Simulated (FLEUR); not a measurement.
# Anisotropy of free Ni(111) film, 3 layers with FLEUR, part 2 of 2

Aim: the anisotropy of free Ni(111) film, 3 layers from single passes in the potential of one collinear state.

FLEUR MaX-R8.1; PBE; all-electron FLAPW film, Dirac cores, scalar-relativistic bands.

So far. Step 2 (The magnetic state): After 42 cycles the largest moment stands at 0.773 μB.

### 5. Spin–orbit coupling, moments along z

Level of this step: PBE; all-electron FLAPW film, Dirac cores, scalar-relativistic bands with spin-orbit coupling (FLEUR).

Spin–orbit coupling ties the spins to the lattice and lets orbital moments form.

A new self-consistent run of the start ferro +++, with the moments along z. The k list default-1 (kpts.xml, not shown) is a Γ-centred 35×35×1 mesh.

File inp.xml:

```
<?xml version="1.0" encoding="UTF-8" standalone="no"?>
<fleurInput fleurInputVersion="0.39">
   <comment>
      Ni
   </comment>
   <calculationSetup>
      <cutoffs Kmax="3.66" Gmax="11.0" GmaxXC="11.0" numbands="114"/>
      <scfLoop itmax="150" minDistance="0.00002" maxIterBroyd="15" imix="Anderson" alpha="0.03" precondParam="0.0" spinf="2.0" sdNocoIR="T"/>
      <coreElectrons ctail="T" frcor="F" kcrel="0" coretail_lmax="0"/>
      <xcFunctional name="pbe" relativisticCorrections="F"/>
      <magnetism jspins="2"/>
      <soc l_soc="T" theta="0.0" phi="0.0" spav="F"/>
      <expertModes spex="0" secvar="F"/>
      <geometryOptimization l_f="F" forcealpha="1.0" forcemix="BFGS" epsdisp="0.00001" epsforce="0.00001"/>
      <ldaU l_linMix="F" mixParam="0.05" spinf="1.0"/>
   </calculationSetup>
   <cell>
      <bzIntegration valenceElectrons="54.0" mode="hist" fermiSmearingEnergy="0.00183747">
         <kPointListSelection listName="default-1"/>
         <xi:include xmlns:xi="http://www.w3.org/2001/XInclude" href="kpts.xml"> </xi:include>
      </bzIntegration>
      <xi:include xmlns:xi="http://www.w3.org/2001/XInclude" href="sym.xml"> </xi:include>
      <filmLattice scale="1.0" dVac="12.97" dTilda="15.47">
         <bravaisMatrixFilm>
            <row-1>    4.7086300406703598     0.0000001262337051</row-1>
            <row-2>   -2.3543151296652853     4.0777931691130949</row-2>
         </bravaisMatrixFilm>
         <vacuumEnergyParameters vacuum="1" spinUp="-.25" spinDown="-.25"/>
      </filmLattice>
   </cell>
   <atomSpecies>
      <species name="Nickel (Ni1.000" element="Ni" atomicNumber="28">
         <mtSphere radius="2.24" gridPoints="741" logIncrement="0.016"/>
         <atomicCutoffs lmax="8" lnonsphr="6"/>
         <electronConfig flipSpins="F">
            <coreConfig>(1s1/2) (2s1/2) (2p1/2) (2p3/2)</coreConfig>
            <valenceConfig>(3s1/2) (3p1/2) (3p3/2) (4s1/2) (3d3/2) (3d5/2)</valenceConfig>
            <stateOccupation state="(3d3/2)" spinUp="1.6" spinDown="1.6"/>
            <stateOccupation state="(3d5/2)" spinUp="2.9" spinDown="1.9"/>
         </electronConfig>
         <energyParameters s="4" p="4" d="3" f="4"/>
         <lo type="SCLO" l="0" n="3" eDeriv="0"/>
         <lo type="SCLO" l="1" n="3" eDeriv="0"/>
      </species>
   </atomSpecies>
   <atomGroups>
      <atomGroup species="Nickel (Ni1.000">
         <filmPos label="                   1">-1.000/6.000 1.000/6.000 -3.8446423657</filmPos>
         <filmPos label="                   3">1.000/6.000 -1.000/6.000 3.8446423657</filmPos>
         <force calculate="T" relaxXYZ="TTT"/>
      </atomGroup>
      <atomGroup species="Nickel (Ni1.000">
         <filmPos label="                   2">1.000/2.000 1.000/2.000 .0000000000</filmPos>
         <force calculate="T" relaxXYZ="TTT"/>
      </atomGroup>
   </atomGroups>
   <output dos="F" band="F" slice="F">
      <bandDOS minEnergy="-.5*Htr" maxEnergy="0.5*Htr" sigma="0.015" storeEVData="T"/>
      <plotting iplot="0" polar="F">
         <plot TwoD="T" vec1="  1.0  0.0  0.0" vec2="  0.0  1.0  0.0" vec3="  0.0  0.0  1.0" zero="  0.0  0.0 -0.5" file="plot"/>
      </plotting>
      <moessbauerParams electricFieldGradient="F" isomerShift="F" coreHyperfine="F" valenceHyperfine="F"/>
   </output>
</fleurInput>
```

File crystal.txt:

```
Ni
&input film=T cartesian=F /
2.49169971213  0.00000006680  0.00000000000
-1.24584991392  2.15787521590  0.00000000000
0.00000000000  0.00000000000  1.00000000000
1.8897261246
1.0 1.0 1.0

3
28 0.00000000000  0.00000000000  -3.84464236570 : 1.000
28 0.66666666667  0.33333333333  0.00000000000 : 1.000
28 0.33333333333  0.66666666667  3.84464236570 : 1.000

&soc 0.0000000 0.0000000 /
&kpt div1=35 div2=35 div3=1 gamma=T /
```

On the command line:

```sh
$ OMP_NUM_THREADS=1 inpgen -f crystal.txt > inpgen.log  # inp.xml is then edited as shown
$ OMP_NUM_THREADS=1 mpirun -n 4 fleur_MPI > fleur.log
```

What it wrote:

```text
[banner, memory and clock lines left out]
Welcome to FLEUR        (www.flapw.de)
      MaX-Release 8.1          (www.max-centre.eu)

 ========== k-point set info ==========
 Selected k-point list: default-1
 k-point list type: mesh
 0 x 0 x 0
 Number of k points: 208

 [... set-up left out ...]
 Iteration:     1   Distance:      24.20038050 me/bohr^3
 Iteration:     2   Distance:      15.36918286 me/bohr^3
 Iteration:     3   Distance:      16.78552074 me/bohr^3
 Iteration:     4   Distance:      18.37256872 me/bohr^3
 Iteration:     5   Distance:      10.37641671 me/bohr^3
 Iteration:     6   Distance:      13.68191414 me/bohr^3
 Iteration:     7   Distance:       7.58857939 me/bohr^3
 Iteration:     8   Distance:       3.59286043 me/bohr^3
 Iteration:     9   Distance:       4.37025278 me/bohr^3
 Iteration:    10   Distance:       2.89494848 me/bohr^3
[... 17 iterations left out ...]
 Iteration:    28   Distance:       0.00063284 me/bohr^3
 Iteration:    29   Distance:       0.00033038 me/bohr^3
 Iteration:    30   Distance:       0.00026756 me/bohr^3
 Iteration:    31   Distance:       0.00026154 me/bohr^3
 Iteration:    32   Distance:       0.00020415 me/bohr^3
 Iteration:    33   Distance:       0.00010928 me/bohr^3
 Iteration:    34   Distance:       0.00006545 me/bohr^3
 Iteration:    35   Distance:       0.00002637 me/bohr^3
 Iteration:    36   Distance:       0.00002475 me/bohr^3
 Iteration:    37   Distance:       0.00000573 me/bohr^3

 ********************************************************************
 Run finished successfully
 Stop message:
   all done
 ********************************************************************

--- out.xml (last complete iteration) ---
<iteration numberForCurrentRun="   37" overallNumber="   37">
         [... left out ...]
         <bandgap value="0.0000000000" units="eV"/>
         <sumValenceSingleParticleEnergies value="-77.0618422578" units="Htr"/>
         <FermiEnergy value="-0.1849402664" units="Htr"/>
         [... left out ...]
         <magneticMomentsInMTSpheres units="muBohr">
            <globalMagMoment atomType="1" vec="0.00000   0.00000   0.71982"/>
            <globalMagMoment atomType="2" vec="0.00000   0.00000   0.74937"/>
         </magneticMomentsInMTSpheres>
         <orbitalMomentsInMTSpheres units="muBohr">
            <globalMagMoment atomType="1" vec="0.00000   0.00000   0.04914"/>
            <globalMagMoment atomType="2" vec="0.00000   0.00000   0.06677"/>
         </orbitalMomentsInMTSpheres>
         [... left out ...]
         <totalEnergy value="    -4562.4464456043" units="Htr">
            <sumOfEigenvalues value="    -2659.3135722026">
               <coreElectrons value="-2582.2517299448"/>
               <valenceElectrons value="-77.0618422578"/>
            </sumOfEigenvalues>
         [... left out ...]
            <freeEnergy value="-4562.4482452813"/>
            <extrapolationTo0K value="-4562.4473454428"/>
         </totalEnergy>
         <densityConvergence units="me/bohr^3">
            <chargeDensity spin="1" distance="0.0000030381"/>
            <chargeDensity spin="2" distance="0.0000044572"/>
            <overallChargeDensity distance="0.0000057307"/>
            <spinDensity distance="0.0000050352"/>
         </densityConvergence>
      </iteration>
```

Run time: 8.7 min. Hardware: 4 MPI ranks of Arm Neoverse V1, shared host; peak memory 0.73 GiB; 35 min of CPU time.

Spin moment in the muffin-tin sphere by atom:

```csv
atom,spin moment in the muffin-tin sphere (μB)
Ni1,0.720
Ni2,0.749
Ni3,0.720
```

Read from the output:

```yaml
free_energy: -124150.5414 eV
program_s_band_gap_on_this_mesh_in_a_metal_only_a_level_spacing: 0 eV
magnetization: 2.090 μB
final_state: ferromagnetic
orbital_moment_along_the_spin: 0.06677 μB
```

Orbital moment in the sphere, along the spin axis by atom:

```csv
atom,"orbital moment in the sphere, along the spin axis (μB)"
Ni1,0.0491
Ni2,0.0668
Ni3,0.0491
```

### 6. What came out

| Item | Value |
| --- | --- |
| reference state | ferromagnetic |
| largest sphere moment | 0.773 μB |
| easy direction of those tried | the plane normal to z |
| energy along x less z, force theorem | -0.547 meV a primitive cell |
| orbital moment on the atom of largest spin, along its spin (spin–orbit run) | 0.0668 μB |

What this shows: By the force theorem the moments prefer the plane normal to z, with no direction in it resolved; shape anisotropy is not in it, and in a film it favours the plane. The difference for the second direction goes from -0.85 meV (mesh 23×23×1, 102 states, 3 min of CPU time) to -0.55 meV (mesh 35×35×1, 102 states, 6.9 min), so it is not converged. The orbital moment is parallel to the spin, as Hund's third rule has it for a shell over half filled. The state was typed, and no other order was converged beside it, so it need not be the ground state.

[Logs and program files are shortened in this print: banners, set-up blocks, solver, clock and traceback lines can be left out without a mark of their own.]

[Logs are printed without paths, hosts, clocks, repeated set-up lines and the standing remarks that a program may print on its own settings, such as how far it seeks lower states.]

[Hosts, paths, dates, database ids (printed as entryN), source tags and the programs' standing remarks are cut or masked in the printed files.]

[Where a cell is said to come from a database of computed structures, the database is the Materials Project.]
